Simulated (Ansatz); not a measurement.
# Bi2Te2Pb2S3 (P-3m1): the G0W0 gap against the k mesh

Wanted: mesh convergence of the gap correction in Bi2Te2Pb2S3 (P-3m1).

Main program and level: Ansatz 0.2.0; G0W0 on PBE, plane waves, PAW; PAW set soft_1.

### Step 1. Starting point

The structure is trigonal, space group P-3m1 (No. 164). Conventional cell: a = 4.258 Å, b = 4.258 Å, c = 16.943 Å, α = 90.00°, β = 90.00°, γ = 120.00°. Nearest to Bi lie 3 S at 3.02 Å and 3 Te at 3.04 Å. Nearest to Te lie 3 Bi at 3.04 Å. Nearest to Pb lie 6 S at 2.99 to 3.00 Å. Nearest to S lie 3 Pb at 2.99 Å and 3 Bi at 3.02 Å. Nearest to S lie 6 Pb at 3.00 Å. Farther neighbours and most contacts between anions are not listed.

As a file:

```cif
data_structure
_symmetry_space_group_name_H-M 'P-3m1'
_symmetry_Int_Tables_number 164
_cell_length_a 4.2579
_cell_length_b 4.2579
_cell_length_c 16.9431
_cell_angle_alpha 90.000
_cell_angle_beta 90.000
_cell_angle_gamma 120.000
_cell_volume 266.02
loop_
_atom_site_label
_atom_site_type_symbol
_atom_site_symmetry_multiplicity
_atom_site_Wyckoff_symbol
_atom_site_fract_x
_atom_site_fract_y
_atom_site_fract_z
_atom_site_occupancy
Bi1 Bi 2 c 0.00000 0.00000 0.19477 1
Te1 Te 2 d 0.33333 0.66667 0.91060 1
Pb1 Pb 2 d 0.33333 0.66667 0.60123 1
S1 S 2 d 0.33333 0.66667 0.29817 1
S2 S 1 b 0.00000 0.00000 0.50000 1
```

The cell and positions come from the Crystallography Open Database and are kept as given unless a step says otherwise. Spin-orbit coupling is left out unless a step names it.

### Step 2. The 3×3×1 mesh

G0W0 replaces the xc potential by the self-energy, built once from these orbitals. Only a window of levels is corrected, while the sums run over the empty bands that the input names. This step takes PAW set soft_1 files.

File input.yaml:

```yaml
crystal:
  lattice:
    - [4.25788, 0.0, 0.0]
    - [-2.12894, 3.6874322463, 0.0]
    - [0.0, 0.0, 16.9431]
  atoms:
    - { symbol: Bi, position: [0.0, 0.0, 0.19477] }
    - { symbol: Bi, position: [0.0, 0.0, 0.80523] }
    - { symbol: Te, position: [0.3333333333, 0.6666666667, 0.9106] }
    - { symbol: Te, position: [0.6666666667, 0.3333333333, 0.0894] }
    - { symbol: Pb, position: [0.3333333333, 0.6666666667, 0.60123] }
    - { symbol: Pb, position: [0.6666666667, 0.3333333333, 0.39877] }
    - { symbol: S, position: [0.3333333333, 0.6666666667, 0.29817] }
    - { symbol: S, position: [0.6666666667, 0.3333333333, 0.70183] }
    - { symbol: S, position: [0.0, 0.0, 0.5] }
kpoints:
  mp_grid: { grid: [3, 3, 1] }
hamiltonian:
  xc: pbe
  pseudopotentials: { kind: paw, azcp: { folder: soft_1 } }
scf:
  occupations: { method: fixed }
gw:
  n_empty_bands: 604
  ecut_chi: 100
  qp_bands: [v3, c3]
  qp_kpoints: band_edges
  screening: { model: contour_deformation }
```

Run with:

```
$ ansatz run input.yaml --threads 2 --pin off --max-ram 92160MiB --backend cuda --events-out ev --progress --plain --runs-dir out --devices 1 --max-vram 13GiB
```

Numbers of over 12 decimals in the logs are rounded to 6 here.

Log:

```text
GPUs: using 1 of 1 available (devices: 1).
Engine: ansatz 0.2.0, x86_64-unknown-linux-gnu
Pseudopotentials: kind: paw
Pseudopotential: Bi, paw, valence charge 15, recommended cutoff 420 eV (normal), soft_1/Bi.paw.azcp
Pseudopotential: Te, paw, valence charge 16, recommended cutoff 420 eV (normal), soft_1/Te.paw.azcp
Pseudopotential: Pb, paw, valence charge 14, recommended cutoff 420 eV (normal), soft_1/Pb.paw.azcp
Pseudopotential: S, paw, valence charge 6, recommended cutoff 420 eV (normal), soft_1/S.paw.azcp
Functional definition: PBE
  parameter kappa = 0.804
  parameter beta = 0.066725
  exchange = pbe_x(kappa = kappa, mu = beta*pi^2/3)
  correlation = pbe_c(beta = beta)
device memory: the entry about to start is reckoned to put 3.0 GiB on a device that reports 38.7 GiB free (of which the cap on the GPU budget leaves the run 13.0 GiB)
GPU FFT provider: cuFFT
GPU libraries: cuBLAS 13.8.2, cuFFT 12.4.0, cuSOLVER 12.3.4
Crystal: 9 atoms, lattice volume = 266.018 Å³
Basis set: ecut = 420 eV, 5175 PW (Γ)
Bands: 65, of which v1, the nominal top of the filled ones, is band 54 counted from 1 (53 counted from 0)
Symmetry: 12 space group operations
Space group: P-3m1 (ITA 164), of the structure as read, at distance tolerance 6.4e-5 Å
k-points: 3 of 9
Non-local potential: Bi, projectors of the file, l = 0: 2, l = 1: 2, l = 2: 2, l = 3: 1
Non-local potential: Te, projectors of the file, l = 0: 2, l = 1: 2, l = 2: 2, l = 3: 1
Non-local potential: Pb, projectors of the file, l = 0: 2, l = 1: 2, l = 2: 2, l = 3: 1
Non-local potential: S, projectors of the file, l = 0: 2, l = 1: 2, l = 2: 1
PAW form: soft (Blöchl's): semilocal exchange-correlation on the pseudo side does not see the compensation charge
PAW one-centre angular grid: Bi, 590 points (default); XC on 64 Gauss nodes
PAW one-centre angular grid: Te, 590 points (default); XC on 64 Gauss nodes
PAW one-centre angular grid: Pb, 590 points (default); XC on 64 Gauss nodes
PAW one-centre angular grid: S, 110 points (default); XC on 64 Gauss nodes
Initial density: superposition of atomic densities (chi_scale 0.1, normalization cell, long waves of neutral atoms (reshape's long-wave potential 3.62 eV rms, cloud 2.94 Å wide))
Initial wavefunctions: pseudopotential atomic-orbital guess
GPU buffer pool allocated for 108000 grid points (all kernels)
GPU transforms: local potential and band sums: pruned to the plane-wave sphere, on 30×30×120
Functional: x = pbe(κ = 0.804, μ = 0.219515), c = pbe(β = 0.066725)
SCF iter   1: F=—  HF=-65287.041176 eV  |F-HF|=—  |Δ(HF+E_count)|=         —  Δρ=2.49e-2  dr2=5.69e0  ethr=3.10e-3  ⟨swp⟩=5.0  Hψ=666  notcnv=0  defer=19
preconditioner: auto → Resta (q_TF=auto, 2.348 Å⁻¹)  ε∞=3.8  [insulator: Δε(μ)=0.687 eV  Ē_g=11.300 eV  n_scr=66 (ndim 8)  ℏωp=18.8 eV  f_vac=0.003  ε∞_Penn≈3.8]
SCF iter   2: F=—  HF=-65286.120482 eV  |F-HF|=—  |Δ(HF+E_count)|=   9.21e-1  Δρ=1.23e-2  dr2=2.07e0  ethr=3.10e-3  ⟨swp⟩=2.7  Hψ=285  notcnv=0  defer=26
SCF iter   3: F=—  HF=-65286.011146 eV  |F-HF|=—  |Δ(HF+E_count)|=   1.09e-1  Δρ=8.75e-3  dr2=1.22e0  ethr=1.92e-3  ⟨swp⟩=2.7  Hψ=253  notcnv=0  defer=27
SCF iter   4: F=—  HF=-65285.923328 eV  |F-HF|=—  |Δ(HF+E_count)|=   8.78e-2  Δρ=3.71e-3  dr2=4.92e-2  ethr=1.13e-3  ⟨swp⟩=2.0  Hψ=194  notcnv=0  defer=27
SCF iter   5: F=—  HF=-65285.929370 eV  |F-HF|=—  |Δ(HF+E_count)|=   6.04e-3  Δρ=9.15e-4  dr2=7.43e-3  ethr=4.55e-5  ⟨swp⟩=3.0  Hψ=281  notcnv=0  defer=27
SCF iter   6: F=—  HF=-65285.929432 eV  |F-HF|=—  |Δ(HF+E_count)|=   6.16e-5  Δρ=3.53e-4  dr2=3.74e-4  ethr=6.88e-6  ⟨swp⟩=2.0  Hψ=229  notcnv=0  defer=27
SCF iter   7: F=—  HF=-65285.929868 eV  |F-HF|=—  |Δ(HF+E_count)|=   4.36e-4  Δρ=1.39e-4  dr2=8.58e-5  ethr=3.47e-7  ⟨swp⟩=2.0  Hψ=320  notcnv=0  defer=27
SCF iter   8: F=—  HF=-65285.929956 eV  |F-HF|=—  |Δ(HF+E_count)|=   8.81e-5  Δρ=4.53e-5  dr2=1.39e-5  ethr=7.95e-8  ⟨swp⟩=2.0  Hψ=259  notcnv=0  defer=17
[...]
NSCF: frozen V_eff on 3 k-points
[...]
device memory: the entry about to start is reckoned to put 4.1 GiB on a device that reports 49.1 GiB free (of which the cap on the GPU budget leaves the run 13.0 GiB)
NSCF: frozen V_eff on 3 k-points
G₀W₀ screening: q 1/3
[... further progress lines ...]
device memory: the entry about to start is reckoned to put 1.3 GiB on a device that reports 48.9 GiB free (of which the cap on the GPU budget leaves the run 13.0 GiB)
NSCF: frozen V_eff on 1 k-points
device memory: the entry about to start is reckoned to put 1.3 GiB on a device that reports 48.8 GiB free (of which the cap on the GPU budget leaves the run 13.0 GiB)
NSCF: frozen V_eff on 1 k-points
device memory: the entry about to start is reckoned to put 1.3 GiB on a device that reports 48.8 GiB free (of which the cap on the GPU budget leaves the run 13.0 GiB)
NSCF: frozen V_eff on 1 k-points
device memory: the entry about to start is reckoned to put 1.3 GiB on a device that reports 48.8 GiB free (of which the cap on the GPU budget leaves the run 13.0 GiB)
NSCF: frozen V_eff on 1 k-points
SCF converged after 10 iterations
Free energy (F): -65285.929969 eV
Harris-Foulkes:  -65285.929968 eV  (|F-HF|=3.85e-8)
Internal energy: -65285.929969 eV  (E = F + TS)
E sigma→0 (E₀):  -65285.929969 eV
Fermi energy:    8.357723 eV
--- Per-component energies (eV) ---
  E_band       = -879.743948
  E_kinetic    = 1745.115743
  E_local      = -8979.214103  (includes V_loc(G=0)·N_el)
  E_nonlocal   = 1662.288652
  E_hartree    = 3808.208077
  E_xc         = -1228.629472
  E_vxc        = -991.649033  (∫ρ·V_xc dr)
  E_paw        = -53270.528865  (= ΣΔE_a)
  E_vpaw       = -1932.700309  (= ΣTr[D̂ρ^β])
  E_aug_tail   = 0.000576  (compensation charges beyond the density's cutoff)
  E_ewald      = -9023.170577
  E_smearing   = -0.000000  (= −TS)
  E_closure    = 0.000000  (closes the sum)
  Σ components = -65285.929969   (vs F -65285.929969, Δ=0.00e0)
--- Band table (eV) ---
  k-point 0: bands = [... 50 lower, 7.4914, 7.5658, 7.5658, 8.3577, 8.7431, 9.6607, 9.8466, 9.8466, ... 7 higher]
  k-point 1: bands = [... 50 lower, 6.9070, 7.1316, 7.3593, 7.8202, 9.5406, 10.0143, 10.4622, 10.9065, ... 7 higher]
  k-point 2: bands = [... 50 lower, 6.5695, 7.5426, 7.5524, 7.5524, 10.0420, 10.0420, 10.3760, 11.6057, ... 7 higher]
--- G₀W₀: contour deformation, 8 samples at zero and on the imaginary axis and 1 off it, 9 q-points, 604 empty bands' worth ---
  eigenvalues of the whole cell's RPA ε∞ on this k-mesh (on a slab, of 1 + 4πα/V) = 25.0393, 25.0393, 63.2207; static W/v taken at q = 0 is 0.030596
  bands read: the sum over 658 bands ends inside a degenerate multiplet in 1 slot, whose members it reads at an even weight; the widest, k=0: bands 658 to 659 (counted from 1) at 1/2 each
  gw.qp_kpoints: band_edges: 3 of 3 stored k-points solved, in 1 pass; an edge of the gap read off the rows below is read off those points alone
    ik  band        ε_KS         Σx   Σc(E_QP)       V_xc       Z   E_QP_lin       E_QP  E_QP is
     0    52      7.5658   -15.9686     1.5515   -14.0856  0.7166     7.2110     7.2344  root
     0    53      7.5658   -15.9686     1.5515   -14.0856  0.7166     7.2110     7.2344  root
     0    54      8.3577   -16.1191     0.8740   -15.0328  0.7254     8.1407     8.1455  root
     0    55      8.7431    -8.5318    -3.4270   -11.9147  0.7468     8.6993     8.6990  root
     0    56      9.6607    -9.7555    -3.4398   -13.1930  0.7316     9.6584     9.6584  root
     0    57      9.8466    -9.3045    -3.4960   -12.8349  0.7359     9.8811     9.8810  root
     1    52      7.1316   -16.2091     1.8238   -14.0666  0.7062     6.7933     6.8128  root
     1    53      7.3593   -15.8222     1.3250   -14.2441  0.7157     7.0978     7.1063  root
     1    54      7.8202   -16.2590     1.1886   -14.8498  0.7195     7.5941     7.5995  root
     1    55      9.5406    -9.3342    -3.4000   -12.7246  0.7393     9.5310     9.5310  root
     1    56     10.0143    -9.4013    -3.5004   -12.9093  0.7340    10.0219    10.0219  root
     1    57     10.4622    -9.5069    -3.6154   -13.1882  0.7306    10.5284    10.5281  root
     2    52      7.5426   -16.6399     1.5290   -14.8700  0.7128     7.2946     7.3017  root
     2    53      7.5524   -16.9347     1.6383   -15.0495  0.7101     7.2978     7.3055  root
     2    54      7.5524   -16.9347     1.6383   -15.0495  0.7101     7.2978     7.3055  root
     2    55     10.0420    -8.9616    -3.5879   -12.5688  0.7384    10.0614    10.0614  root
     2    56     10.0420    -8.9616    -3.5879   -12.5688  0.7384    10.0614    10.0614  root
     2    57     10.3760    -8.7234    -3.6848   -12.4407  0.7379    10.4085    10.4084  root
```

Run time: 11 s. Hardware: 1 × NVIDIA H100 80GB HBM3 (shared by 6 runs) with 2 threads of AMD EPYC 7R13 (Zen 3), shared host; peak memory 1.6 GiB.

Numbers from this step:

```yaml
bands_summed: 658
rpa_eps_infinity_on_this_mesh_eigenvalues: 25.04, 25.04, 63.22
plane_waves_in_the_screening_matrix: 615
q_points_in_the_mesh: 9
g0w0_gap_on_the_mesh: 0.5536 eV
k_of_the_valence_top: 0, 0, 0
k_of_the_conduction_bottom: 0, 0, 0
starting_gap_on_the_mesh: 0.3854 eV
z_at_the_valence_top: 0.7254
z_at_the_conduction_bottom: 0.7468
least_direct_g0w0_gap_on_the_computed_points: 0.5536 eV
```

The gap on the mesh goes from 0.39 eV to 0.55 eV, a correction of +0.17 eV. Between the two edge states, bare exchange in place of the xc potential would open the gap by 4.47 eV, and correlation takes back 4.30 eV.

### Step 3. The 6×6×1 mesh

Only the mesh changes. It samples the long-range screening, which converges on its own terms.

input.yaml, as its differences from that of step 2:

```diff
@@ -16,3 +16,3 @@
 kpoints:
-  mp_grid: { grid: [3, 3, 1] }
+  mp_grid: { grid: [6, 6, 1] }
 hamiltonian:
```

Log:

```text
GPUs: using 1 of 1 available (devices: 1).
[...]
GPU FFT provider: cuFFT
GPU libraries: cuBLAS 13.8.2, cuFFT 12.4.0, cuSOLVER 12.3.4
Crystal: 9 atoms, lattice volume = 266.018 Å³
Basis set: ecut = 420 eV, 5175 PW (Γ)
Bands: 65, of which v1, the nominal top of the filled ones, is band 54 counted from 1 (53 counted from 0)
[... 1 set-up line as in the run before ...]
[...]
k-points: 7 of 36
[...]
GPU buffer pool allocated for 108000 grid points (all kernels)
[...]
SCF iter   1: F=—  HF=-65287.149958 eV  |F-HF|=—  |Δ(HF+E_count)|=         —  Δρ=2.48e-2  dr2=5.37e0  ethr=3.10e-3  ⟨swp⟩=5.0  Hψ=1543  notcnv=0  defer=47
[...]
SCF iter  10: F=-65286.060217 eV  HF=-65286.060217 eV  |F-HF|=2.94e-8  |Δ(HF+E_count)|=   8.47e-7  Δρ=2.85e-6  dr2=3.75e-8  ethr=9.26e-11  ⟨swp⟩=12.3  Hψ=2163  notcnv=0
SCF 1 converged in 10 iterations: F = -65286.060217 eV  dr2 = 3.75e-8
[...]
1    55      9.4974    -9.1526    -3.2898   -12.4637  0.7536     9.5186     9.5186  root
     1    56      9.8840    -9.9490    -3.2238   -13.2055  0.7439     9.9165     9.9165  root
     1    57     10.2505    -9.7585    -3.3913   -13.2236  0.7428    10.3246    10.3242  root
     2    52      7.1201   -16.0188     1.6133   -14.0848  0.7164     6.7752     6.7995  root ?
[...]
3    52      6.9255   -15.7687     1.6294   -13.8115  0.7150     6.5700     6.5978  root ?
     3    53      7.2004   -14.9982     1.0869   -13.6198  0.7263     6.8936     6.9089  root ?
[...]
4    52      7.2478   -16.6074     1.7641   -14.5498  0.7120     6.9386     6.9542  root ?
     4    53      7.7229   -16.1363     1.1904   -14.6691  0.7261     7.4339     7.4460  root ?
[...]
6    54      7.5559   -16.8522     1.5311   -15.0546  0.7187     7.2789     7.2894  root
     6    55     10.0384    -9.0749    -3.4552   -12.5756  0.7479    10.0839    10.0838  root
     6    56     10.0384    -9.0749    -3.4552   -12.5756  0.7479    10.0839    10.0838  root
     6    57     10.3823    -8.7934    -3.5925   -12.4488  0.7477    10.4455    10.4453  root
[key lines of the parts left out:]
SCF converged after 10 iterations
Free energy (F): -65286.060217 eV
Fermi energy:    8.355901 eV
```

It took 36 s on 1 × NVIDIA H100 80GB HBM3 (shared by 6 runs) with 2 threads; peak memory 2.1 GiB.

This step gave:

| Property | Result |
| --- | --- |
| bands summed | 658 |
| RPA ε∞ on this mesh (eigenvalues) | 18.96, 18.96, 27.33 |
| plane waves in the screening matrix | 615 |
| q-points in the mesh | 36 |
| G0W0 gap on the mesh | 0.5968 eV |
| k of the valence top | 0, 0, 0 |
| k of the conduction bottom | 0, 0, 0 |
| starting gap on the mesh | 0.3842 eV |
| Z at the valence top | 0.7370 |
| Z at the conduction bottom | 0.7608 |
| least direct G0W0 gap on the computed points | 0.5968 eV |

Against the run with 3×3×1 mesh, 604 empty bands, screening to 100 eV, PAW set soft_1 files, the gap moves by +0.04 eV.

### Step 4. The 6×6×2 mesh

input.yaml, as its differences from that of step 3:

```diff
@@ -16,3 +16,3 @@
 kpoints:
-  mp_grid: { grid: [6, 6, 1] }
+  mp_grid: { grid: [6, 6, 2] }
 hamiltonian:
```

Log:

```text
GPUs: using 1 of 1 available (devices: 1).
[...]
GPU FFT provider: cuFFT
GPU libraries: cuBLAS 13.8.2, cuFFT 12.4.0, cuSOLVER 12.3.4
Crystal: 9 atoms, lattice volume = 266.018 Å³
Basis set: ecut = 420 eV, 5175 PW (Γ)
Bands: 65, of which v1, the nominal top of the filled ones, is band 54 counted from 1 (53 counted from 0)
[... 1 set-up line as in the run before ...]
[...]
k-points: 14 of 72
[...]
12    53      7.5565   -16.8042     1.4631   -15.0548  0.7327     7.2648     7.2703  root ?
    12    54      7.5565   -16.8042     1.4631   -15.0548  0.7327     7.2648     7.2703  root ?
    12    55     10.0383    -9.1210    -3.3978   -12.5758  0.7631    10.0953    10.0952  root
    12    56     10.0383    -9.1210    -3.3978   -12.5758  0.7631    10.0953    10.0952  root
    12    57     10.3824    -8.8365    -3.5370   -12.4487  0.7627    10.4579    10.4577  root
[key lines of the parts left out:]
SCF converged after 10 iterations
Free energy (F): -65286.057230 eV
Fermi energy:    8.355709 eV
```

It took 87 s on 1 × NVIDIA H100 80GB HBM3 (shared by 6 runs) with 2 threads; peak memory 3 GiB; 2.1 min of CPU time.

This step gave:

| Property | Result |
| --- | --- |
| bands summed | 658 |
| RPA ε∞ on this mesh (eigenvalues) | 18.23, 18.23, 21.63 |
| plane waves in the screening matrix | 615 |
| G0W0 gap on the mesh | 0.6166 eV |
| k of the valence top | 0, 0, 0 |
| k of the conduction bottom | 0, 0, 0 |
| starting gap on the mesh | 0.3848 eV |
| least direct G0W0 gap on the computed points | 0.6166 eV |

Against the run with 6×6×1 mesh, 604 empty bands, screening to 100 eV, PAW set soft_1 files, the gap moves by +0.020 eV.

### Step 5. The meshes together

Times are wall times on 1 × NVIDIA H100 80GB HBM3 (shared by 6 runs) with 2 threads of AMD EPYC 7R13 (Zen 3), shared host, good to a factor of about two.

```
 mesh  points  irreducible  start (eV)  G0W0 (eV)  shift (eV)  RPA ε∞ (mean)  time
3×3×1       9            3       0.385      0.554      +0.168          37.77  11 s
6×6×1      36            7       0.384      0.597      +0.213          21.75  36 s
6×6×2      72           14       0.385      0.617      +0.232          19.37  87 s
```

### Step 6. Outcome

| Item | Value |
| --- | --- |
| 3×3×1 | 0.554 eV (shift +0.168) |
| 6×6×1 | 0.597 eV (shift +0.213) |
| 6×6×2 | 0.617 eV (shift +0.232) |
| settings | PBE start, 604 empty bands, 100 eV |

In words: The shift is +0.17 eV on 3×3×1 and +0.23 eV on 6×6×2; the last step moves it by +0.019 eV. The RPA ε∞ (mean) ranges from 19.37 to 37.77 and ends at 19.37; the coarsest mesh overstates it. From 9 to 72 points the time grows 7.6-fold. Bands and cutoff are modest here, so the values stand off the basis limit. The 6×6×2 mesh is coarse for this cell (its supercell is 26 Å along the shortest edge). The RPA ε∞ on it, from the PBE start, is 18.23 and 21.63; such meshes misread the long-range screening, most where the gap is narrow. Where an edge is built on 6p states of lead, bismuth or thallium, scalar-relativistic gaps usually stand too wide, by a few tenths to over one eV. With atoms this heavy and so narrow a gap, spin-orbit coupling can invert the bands. These scalar-relativistic gaps are then model values, not to be set against experiment, and a spin-orbit change taken from DFT can't simply be added.

[Paths, hosts, dates, memory and timing lines, banners, echoed tables and standing remarks are left out of the program output.]

[Logs are printed without paths, hosts, clocks, repeated set-up lines and the standing remarks that a program may print on its own settings, such as how far it seeks lower states.]

[Runs of the session that timed out or met a known fault of the program may be left out.]

[Cells called generated may have been cut or substituted from an entry of the Crystallography Open Database or the Materials Project.]

[Hosts, paths, dates, database ids (printed as entryN), source tags and the programs' standing remarks are cut or masked in the printed files.]
